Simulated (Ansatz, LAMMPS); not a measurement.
**Ionic liquid ethylpyridinium Br- with water at 450 K (195 atoms): a single point**

Aim: energy, forces, charges and density of states of ionic liquid ethylpyridinium Br- with water at 450 K (195 atoms) at a fixed geometry.

Calculated with Ansatz 0.2.0; Kohn-Sham DFT, PBE+D3(BJ), PAW (set soft_2), plane waves.

## 1. The structure

The cell holds 195 atoms: 63 C, 9 N, 106 H, 8 O and 9 Br. Cell: a = 13.144 Å, b = 13.144 Å, c = 13.144 Å, α = 90.0°, β = 90.0°, γ = 90.0°. 9 ethylpyridinium, 9 Br-, 8 H2O placed at random, at 1.34 g/cm³; overlaps pushed apart, then 10 ps at 700 K with Joung-Cheatham ions (J. Phys. Chem. B 112, 9020 (2008)); MMFF94 bonds, angles, torsions, charges and radii (Halgren, J. Comput. Chem. 17, 490 (1996)) in harmonic and 12-6 forms; SPC/E water (Berendsen, Grigera and Straatsma, J. Phys. Chem. 91, 6269 (1987)); charges of ions scaled by 0.8. Snapshot after 30 ps at 450 K and fixed volume.

Limits known from the start: The network of contacts between molecules at the start is that of the classical potential that made the cell, and needn't be the one that DFT or experiment would give. The density was typed from a rule of thumb and may lie off the real one at this temperature. Sampling is at Γ alone, for a cell whose shortest periodic width is 13 Å.

## 2. Making the structure

A classical potential makes the cell, at a small fraction of what the same run would cost in DFT.

This step: classical MD, Joung-Cheatham ions (J. Phys. Chem. B 112, 9020 (2008)); MMFF94 bonds, angles, torsions, charges and radii (Halgren, J. Comput. Chem. 17, 490 (1996)) in harmonic and 12-6 forms; SPC/E water (Berendsen, Grigera and Straatsma, J. Phys. Chem. 91, 6269 (1987)); charges of ions scaled by 0.8 (LAMMPS 22 Jul 2025 - Update 4).

Input file in.lmp:

```
# ionic liquid ethylpyridinium Br- with water
units real
atom_style full
boundary p p p
bond_style harmonic
angle_style harmonic
dihedral_style opls
improper_style harmonic
special_bonds lj 0 0 0.5 coul 0 0 0.75
read_data data.lmp
neigh_modify delay 0 every 1 check yes one 4000
comm_modify cutoff 12.0
timestep 0.5
thermo_style custom step time temp pe press density
thermo_modify norm yes
# push overlapping molecules apart
pair_style soft 2.6
pair_coeff * * 0.0
variable a equal ramp(1,60)
fix ad all adapt 1 pair soft a * * v_a
velocity all create 700 408078 mom yes dist gaussian
fix lim all nve/limit 0.03
fix lan all langevin 700 700 50 408079 zero yes
thermo 1000
run 3000 post no
unfix ad
pair_style lj/cut/coul/long 9.0
pair_modify mix arithmetic tail yes
pair_coeff 1 1 0.0678 3.3680   # C
pair_coeff 2 2 0.0721 3.1460   # N
pair_coeff 3 3 0.0678 3.5860   # C
pair_coeff 4 4 0.0216 2.5400   # H
pair_coeff 5 5 0.1553 3.1660   # O
pair_coeff 6 6 0.0000 1.0000   # H
# [... 20 lines left out ...]
compute msd all msd com yes
thermo 7500
fix md all nvt temp 450 450 100
run 30000 post no
print "== T450: mean square displacement over the hold $(c_msd[4]:%.2f) A^2"
unfix md
uncompute msd
write_dump all custom T450.dump id type xs ys zs modify sort id
```

The run is started by

```sh
> lmp -in in.lmp -log none -nocite
```

Numbers of over 12 decimals in the logs are rounded to 6 here.

Log:

```text
LAMMPS (22 Jul 2025 - Update 4)
Reading data file ...
  orthogonal box = (0 0 0) to (13.14437 13.14437 13.14437)
  195 atoms
  orthogonal box = (0 0 0) to (13.14437 13.14437 13.14437)
  178 bonds
  278 angles
  297 dihedrals
  54 impropers
   Step          Time           Temp          PotEng         Press         Density
         0   0              700            0.09643828    -8869.6718      1.3429985
      1000   500            592.81464      1.7394915      13974.367      1.3429985
      2000   1000           613.01358      1.7979138      17001.33       1.3429985
      3000   1500           586.79108      1.7521029      21318.771      1.3429985
[... 29 lines left out ...]
Loop time of 11.9169 s on 1 MPI rank(s) for 10000 steps with 195 atoms
   Step          Time           Temp          PotEng         Press         Density
[... 4 lines left out ...]
Loop time of 6.61064 s on 1 MPI rank(s) for 5000 steps with 195 atoms
   Step          Time           Temp          PotEng         Press         Density
[... 2 lines left out ...]
     30000   29000          451.84547     -1.823805       8280.6467      1.3429985
     37500   36500          491.52607     -1.7364142      12064.193      1.3429985
     45000   44000          449.72868     -1.8926694      2632.8319      1.3429985
     47000   46000          465.85291     -1.8524381      8035.9085      1.3429985
Loop time of 27.6088 s on 1 MPI rank(s) for 30000 steps with 195 atoms
== T450: mean square displacement over the hold 7.52 A^2
```

Wall time 50 s (1 thread of Intel Xeon Platinum 8488C (Sapphire Rapids), shared host); peak memory 0.13 GiB.

The input also reads data.lmp (atoms, bonds and types; not printed here).

## 3. Plane-wave single point

The electrons are solved once, with the atoms held.

Input file input.yaml:

```yaml
crystal:
  lattice:
    - [13.14437, 0.0, 0.0]
    - [0.0, 13.14437, 0.0]
    - [0.0, 0.0, 13.14437]
  atoms:
    - { symbol: C, position: [0.09031, 0.84062, 0.17101] }
    - { symbol: C, position: [0.03201, 0.89583, 0.08597] }
    - { symbol: "N", position: [0.93608, 0.8429, 0.07377] }
    - { symbol: C, position: [0.92782, 0.77558, 0.99826] }
    - { symbol: C, position: [0.83093, 0.74685, 0.96846] }
    - { symbol: C, position: [0.75005, 0.77244, 0.0269] }
    - { symbol: C, position: [0.76465, 0.84242, 0.10548] }
    - { symbol: C, position: [0.86173, 0.86969, 0.13308] }
    - { symbol: H, position: [0.07302, 0.75913, 0.16422] }
    - { symbol: H, position: [0.04885, 0.85206, 0.24541] }
    - { symbol: H, position: [0.17714, 0.85725, 0.17652] }
    - { symbol: H, position: [0.02334, 0.97685, 0.10889] }
    - { symbol: H, position: [0.07401, 0.88185, 0.01361] }
    - { symbol: H, position: [0.99266, 0.74043, 0.96952] }
    - { symbol: H, position: [0.82678, 0.68888, 0.90918] }
    - { symbol: H, position: [0.67255, 0.74062, 0.01833] }
    - { symbol: H, position: [0.69457, 0.86097, 0.15008] }
    - { symbol: H, position: [0.87579, 0.91659, 0.20081] }
    - { symbol: C, position: [0.47564, 0.88713, 0.17454] }
    - { symbol: C, position: [0.38824, 0.95798, 0.18839] }
    - { symbol: "N", position: [0.42642, 0.05966, 0.20296] }
    - { symbol: C, position: [0.4575, 0.11371, 0.1222] }
    - { symbol: C, position: [0.47406, 0.21818, 0.13135] }
    - { symbol: C, position: [0.4777, 0.26189, 0.22934] }
    - { symbol: C, position: [0.45778, 0.20291, 0.31557] }
    - { symbol: C, position: [0.43541, 0.09828, 0.30045] }
    - { symbol: H, position: [0.44424, 0.81683, 0.17367] }
    - { symbol: H, position: [0.52723, 0.8932, 0.23911] }
    - { symbol: H, position: [0.52048, 0.91774, 0.11213] }
    - { symbol: H, position: [0.34056, 0.96238, 0.12003] }
    - { symbol: H, position: [0.33436, 0.93093, 0.24587] }
    - { symbol: H, position: [0.44774, 0.07326, 0.04458] }
    [... 157 atom lines left out ...]
    - { symbol: Br, position: [0.59177, 0.44234, 0.4047] }
    - { symbol: Br, position: [0.97756, 0.69611, 0.45977] }
    - { symbol: Br, position: [0.03195, 0.58326, 0.78524] }
    - { symbol: Br, position: [0.03618, 0.28279, 0.14525] }
    - { symbol: Br, position: [0.41657, 0.71978, 0.87162] }
    - { symbol: Br, position: [0.23238, 0.04826, 0.94676] }
kpoints:
  mp_grid: { grid: [1, 1, 1] }
hamiltonian:
  xc: pbe
  dispersion: d3bj
scf:
  occupations: { method: fermi_dirac, width: 0.05 }
output:
  forces: true
  stress: true
  populations: intrinsic
  dos:
    method: { smearing: { sigma: 0.15 } }
    de: 0.1
    projected: { site_lists: { Br: [Br], C: [C], H: [H], "N": ["N"], O: [O] } }
  eigenvalues: true
  write_density: true
  write_potential: true
  volumetric_format: npy
```

The run is started by

```sh
> ansatz run input.yaml --threads 8 --pin off --max-ram 15872MiB --backend cpu --events-out ev --progress --plain --runs-dir out
```

Log:

```text
Engine: ansatz 0.2.0, x86_64-unknown-linux-gnu
Pseudopotentials: kind: paw
Pseudopotential: C, paw, valence charge 4, recommended cutoff 420 eV (normal), C.paw.azcp
Pseudopotential: N, paw, valence charge 5, recommended cutoff 420 eV (normal), N.paw.azcp
Pseudopotential: H, paw, valence charge 1, recommended cutoff 420 eV (normal), H.paw.azcp
Pseudopotential: O, paw, valence charge 6, recommended cutoff 420 eV (normal), O.paw.azcp
Pseudopotential: Br, paw, valence charge 7, recommended cutoff 420 eV (normal), Br.paw.azcp
[... 5 lines on functional and potentials left out ...]
Crystal: 195 atoms, lattice volume = 2271.011 Å³
Basis set: ecut = 420 eV, 44299 PW (Γ), exchange–correlation on 180×180×180 points (8 copies of the dense FFT grid, shifted against one another)
Bands: 452, of which v1, the nominal top of the filled ones, is band 257 counted from 1 (256 counted from 0)
Symmetry: 1 space group operations
Space group: P1 (ITA 1), of the structure as read, at distance tolerance 1.3e-4 Å
k-points: 1
[... 11 lines on functional and potentials left out ...]
Initial density: superposition of atomic densities (neutral atoms: chi_scale 0, normalization atom), corrected by the library's trained network
Initial wavefunctions: pseudopotential atomic-orbital guess
Functional: x = pbe(κ = 0.804, μ = 0.219515), c = pbe(β = 0.066725)
SCF iter   1: F=—  HF=-50559.847790 eV  |F-HF|=—  |Δ(HF+E_count)|=         —  Δρ=5.80e-3  dr2=2.31e0  ethr=1.77e-3  ⟨swp⟩=6.0  Hψ=2152  notcnv=0  defer=95
preconditioner: auto → Resta (q_TF=auto, 2.130 Å⁻¹)  ε∞=2.4  [insulator: Δε(μ)=2.138 eV  Ē_g=14.769 eV  σ=0.050 eV  W_gap=1.00  n_scr=364 (ndim 8)  ℏωp=17.4 eV  f_vac=0.179  D(μ)=0.00/eV (n_scr^D=0)  ε∞_Penn≈2.4]
SCF iter   2: F=—  HF=-50559.152853 eV  |F-HF|=—  |Δ(HF+E_count)|=   6.95e-1  Δρ=2.85e-3  dr2=3.97e-1  ethr=4.50e-4  ⟨swp⟩=3.0  Hψ=792  notcnv=0  defer=180
SCF iter   3: F=—  HF=-50559.018138 eV  |F-HF|=—  |Δ(HF+E_count)|=   1.35e-1  Δρ=1.35e-3  dr2=7.93e-2  ethr=7.73e-5  ⟨swp⟩=3.0  Hψ=972  notcnv=0  defer=182
SCF iter   4: F=—  HF=-50558.997642 eV  |F-HF|=—  |Δ(HF+E_count)|=   2.05e-2  Δρ=6.95e-4  dr2=1.40e-2  ethr=1.54e-5  ⟨swp⟩=2.0  Hψ=528  notcnv=0  defer=182
SCF iter   5: F=—  HF=-50558.995917 eV  |F-HF|=—  |Δ(HF+E_count)|=   1.72e-3  Δρ=2.43e-4  dr2=1.56e-3  ethr=2.72e-6  ⟨swp⟩=2.0  Hψ=527  notcnv=0  defer=182
SCF iter   6: F=—  HF=-50558.996160 eV  |F-HF|=—  |Δ(HF+E_count)|=   2.42e-4  Δρ=1.06e-4  dr2=3.17e-4  ethr=3.03e-7  ⟨swp⟩=2.0  Hψ=527  notcnv=0  defer=182
SCF iter   7: F=—  HF=-50558.996231 eV  |F-HF|=—  |Δ(HF+E_count)|=   7.09e-5  Δρ=3.02e-5  dr2=2.15e-5  ethr=6.17e-8  ⟨swp⟩=2.0  Hψ=524  notcnv=0  defer=182
SCF iter   8: F=—  HF=-50558.996693 eV  |F-HF|=—  |Δ(HF+E_count)|=   4.63e-4  Δρ=1.32e-5  dr2=4.04e-6  ethr=4.18e-9  ⟨swp⟩=2.0  Hψ=706  notcnv=0  defer=181
SCF iter   9: F=—  HF=-50558.996696 eV  |F-HF|=—  |Δ(HF+E_count)|=   2.33e-6  Δρ=4.48e-6  dr2=5.18e-7  ethr=7.86e-10  ⟨swp⟩=2.0  Hψ=524  notcnv=0  defer=181
SCF iter  10: F=-50558.996696 eV  HF=-50558.996696 eV  |F-HF|=4.86e-8  |Δ(HF+E_count)|=   3.00e-7  Δρ=1.56e-6  dr2=6.66e-8  ethr=1.95e-11  ⟨swp⟩=22.0  Hψ=4390  notcnv=0
SCF 1 converged in 10 iterations: F = -50558.996696 eV  dr2 = 6.66e-8
  greatest PAW one-centre occupation: 0.914 electrons in one spin orbital (limit 2), on the Br atom at site 188 (counted from 0), in its partial waves of l = 0
SCF converged after 10 iterations
Free energy (F): -50558.996696 eV
Harris-Foulkes:  -50558.996696 eV  (|F-HF|=4.86e-8)
Internal energy: -50558.996607 eV  (E = F + TS)
E sigma→0 (E₀):  -50558.996652 eV
Entropy (-TS):   -0.000089 eV (-0.000 meV/atom)
Fermi energy:    0.858673 eV
--- Per-component energies (eV) ---
  E_band       = -3944.936316
  E_kinetic    = 10960.482602
  E_local      = -33132.307855  (includes V_loc(G=0)·N_el)
  E_nonlocal   = 3341.306318
  E_hartree    = 11633.407711
  E_xc         = -7460.493987
  E_vxc        = -7303.937363  (∫ρ·V_xc dr)
  E_paw        = -28959.014900  (= ΣΔE_a)
  E_vpaw       = -1077.180949  (= ΣTr[D̂ρ^β])
  E_aug_tail   = -0.120928  (compensation charges beyond the density's cutoff)
  E_ewald      = -6930.669545
  E_disp       = -11.586023  (pairwise vdW)
  E_smearing   = -0.000089  (= −TS)
  E_closure    = -0.000000  (closes the sum)
  Σ components = -50558.996696   (vs F -50558.996696, Δ=0.00e0)
--- Forces (eV/Å), atoms counted from 1 ---
  atom   1  C      0.25130140    -0.20751522     1.24706718
  atom   2  C      2.55714491    -0.57599411     0.54182634
  atom   3  N      1.99242191     0.51183793    -0.58238095
  atom   4  C     -2.36189444     0.38864329    -0.14162890
  atom   5  C      1.46314571    -2.04704884    -0.67261657
  atom   6  C     -1.83940979     1.03805351     0.71187062
  atom   7  C     -1.93782562    -0.95599023     1.04390084
  atom   8  C     -2.65232699     1.45710205     1.20754279
  atom   9  H      0.78929707    -0.24178469    -0.40688409
  atom  10  H      0.80899955     0.49316744    -0.47591286
  atom  11  H     -2.04378903    -0.24042294    -0.19291709
  atom  12  H     -0.24086419    -0.49663692    -0.81100149
  atom  13  H     -0.27532477     0.92480185     0.39778477
  atom  14  H      1.69830497    -0.22162607    -1.12953247
[...]
atom 194  Br    -0.00986493    -0.37929276    -0.15442878
  atom 195  Br     0.36106405     0.15053107    -0.05006975
  max |Σ_I F_I| component: 6.94e-5 eV/Å
--- Stress (GPa, compression-positive) ---
        0.644806       0.124335      -0.325174
        0.124335       0.287883      -0.662945
       -0.325173      -0.662946       1.189873
  P = ⅓ Tr σ = 0.7075 GPa (7.075 kbar)
--- Band table (eV) ---
  k-point 0: bands = ["-21.8587", "-21.7823", "-21.3454", "-21.1037", [... 436 levels ...], "10.5345", "10.5714", "10.5841", "10.6150", "10.6334", "10.6381", "10.7007", "10.7270", "10.7637", "10.7968", "10.8051", "10.8347"]
--- intrinsic populations: 195 sites ---
  site symbol       q [e]
     0      C      4.4834
     1      C      4.2175
     2      N      4.9355
[...]
194     Br      7.7475
  spilling = -0.000000 (of n_electrons = 514.000000)
```

Elapsed: 17 s, on 8 threads of Intel Xeon Platinum 8488C (Sapphire Rapids), shared host; peak memory 3.2 GiB; 2 min of CPU time.

Numbers from this run:

```
free energy                                      : -50558.9967 eV
free energy per atom                             : -259.2769 eV/atom
SCF cycles                                       : 10
pressure                                         : 0.7075 GPa
r.m.s. force component                           : 1.044 eV/Å
longest force                                    : 5.417 eV/Å
Fermi energy                                     : 0.8587 eV
gap (highest filled to lowest empty level) : 1.069 eV
```

Neighbours are counted within 1.34 Å (H-C), 1.21 Å (H-O), 1.85 Å (C-C), 1.79 Å (C-N).

Length of the force by element and coordination:

```csv
element,coordination,atoms,mean length of the force (eV/Å),spread,least,most
Br,all,9,0.383,0.153,0.160,0.636
C,all,63,2.26,1.03,0.128,5.42
C,3,45,2.29,0.998,0.730,5.42
C,4,18,2.19,1.11,0.128,4.26
H,all,106,1.10,0.673,0.117,4.16
N,all,9,2.58,0.798,1.29,4.09
O,all,8,0.644,0.270,0.277,1.08
```

Intrinsic-atomic-orbital charges by element and coordination:

```csv
element,coordination,atoms,mean charge (e),spread,least,most
Br,all,9,-0.746,0.0269,-0.805,-0.720
C,all,63,-0.177,0.153,-0.546,-5.0e-4
C,3,45,-0.102,0.0614,-0.189,-5.0e-4
C,4,18,-0.366,0.150,-0.546,-0.199
H,all,106,0.227,0.0575,0.150,0.377
N,all,9,0.0531,0.0145,0.0377,0.0854
O,all,8,-0.828,0.0222,-0.857,-0.793
```

Density of states as counts of states in windows of 1 eV (from the Fermi level), total and the larger projections:

```csv
from (eV),to (eV),total,C p,H s,Br p,O p,N p,C s
-14,-13,13.4,4.2,1.5,0.0,0.0,1.9,3.5
-13,-12,43.0,9.5,4.6,0.0,0.0,3.5,9.1
-12,-11,15.6,5.6,3.5,0.0,0.0,1.4,4.6
-11,-10,4.7,2.6,1.2,0.0,0.0,0.2,0.5
-10,-9,24.0,14.7,4.3,0.0,0.0,2.1,2.2
-9,-8,40.3,20.5,8.7,0.0,2.2,4.5,3.3
-8,-7,55.8,26.2,12.3,0.2,8.3,6.2,1.3
-7,-6,26.7,18.3,6.7,0.0,0.2,0.8,0.2
-6,-5,51.7,35.5,13.0,0.1,0.2,1.9,0.4
-5,-4,38.6,20.3,9.9,0.2,5.3,1.6,0.2
-4,-3,40.5,25.6,2.8,0.6,7.2,3.0,0.2
-3,-2,8.6,1.7,0.1,0.3,6.4,0.0,0.0
-2,-1,29.5,0.5,0.3,19.2,8.9,0.1,0.1
-1,0,33.7,0.5,0.3,31.0,1.5,0.0,0.1
0,1,8.9,6.5,0.2,0.1,0.0,1.9,0.1
1,2,21.9,18.5,0.3,0.2,0.0,2.0,0.2
2,3,5.1,4.7,0.1,0.0,0.0,0.0,0.0
3,4,6.6,0.8,3.0,0.1,0.1,0.0,0.8
4,5,39.0,9.3,12.4,0.3,0.3,0.6,3.7
```

Between -23 and -14 eV lie 88 more states.

The levels nearest the highest filled one (over half full), pooled over k-points and spins:

```csv
level less the highest filled one (eV),occupation
-0.273,2
-0.236,2
-0.166,2
-0.119,2
-0.0628,2
0,2
1.07,0
1.08,0
1.31,0
1.40,0
1.48,0
1.75,0
```

Valence density in the ac plane at fractional y = 0.073, with atoms of N and H and C and O within 0.2 Å of it. It is the smooth field of the valence electrons, not physical close to the nuclei.

Values in e/Å³, 13 rows by 16 columns, each cell a mean:
```
0.0 0.0 0.4 1.0 0.9 0.2 0.0 0.0 0.1 1.8 3.0 0.2 0.0 0.1 0.4 0.1
0.0 0.0 0.2 0.6 0.5 0.1 0.0 0.0 0.0 0.1 0.1 0.0 0.0 0.0 0.0 0.0
0.0 0.0 0.0 0.0 0.0 0.0 0.0 0.0 0.0 0.0 0.0 0.0 0.0 0.0 0.0 0.0
0.0 0.0 0.0 0.0 0.0 0.5 0.8 0.1 0.0 0.0 0.0 0.0 0.0 0.0 0.0 0.0
0.0 0.0 0.0 0.0 0.1 0.4 1.1 0.2 0.0 0.0 0.0 0.1 0.1 0.2 0.8 0.2
0.0 0.0 0.0 0.0 0.0 0.1 0.8 0.2 0.0 0.0 0.0 0.1 0.4 1.0 1.5 0.3
0.4 0.0 0.0 0.1 0.1 0.0 0.0 0.0 0.0 0.0 0.0 0.1 0.2 0.5 1.5 1.4
0.2 0.0 0.0 0.1 0.1 0.0 0.1 0.1 0.0 0.0 0.0 0.1 0.1 0.3 1.1 0.8
0.1 0.9 0.7 0.1 0.0 0.1 1.1 1.0 0.1 0.0 0.0 0.1 0.1 0.2 0.6 0.2
0.1 2.1 1.6 0.1 0.0 0.1 1.3 1.4 0.1 0.0 0.3 1.3 0.6 0.1 0.1 0.1
0.0 0.1 0.1 0.0 0.0 0.1 2.0 2.0 0.2 0.1 0.7 1.2 1.3 0.2 0.0 0.0
0.0 0.0 0.0 0.0 0.0 0.0 0.5 1.1 0.2 0.0 0.1 0.1 0.1 0.1 0.1 0.0
0.0 0.0 0.1 0.4 0.3 0.1 0.2 0.7 0.1 0.9 1.5 0.1 0.0 0.3 1.4 0.3
```
Columns run along a (13.1 Å), rows up along c (13.1 Å). Atoms in or near the plane, at fractional coordinates: N at (0.43, 0.20), H at (0.45, 0.04), H at (0.37, 0.72), H at (0.41, 0.59), C at (0.93, 0.47), H at (0.78, 0.18), H at (0.91, 0.63), O at (0.63, 0.98).

[end of part 1 of 2]

[Logs are printed without paths, hosts, clocks, repeated set-up lines and the standing remarks that a program may print on its own settings, such as how far it seeks lower states.]

[Hosts, paths, dates, database ids (printed as entryN), source tags and the programs' standing remarks are cut or masked in the printed files.]

[The MMFF94 radii named for the starting cell were scaled by 0.96; in molecules described by MMFF94, hydrogen bound to N, O or S took a small fixed 12-6 site in their place.]
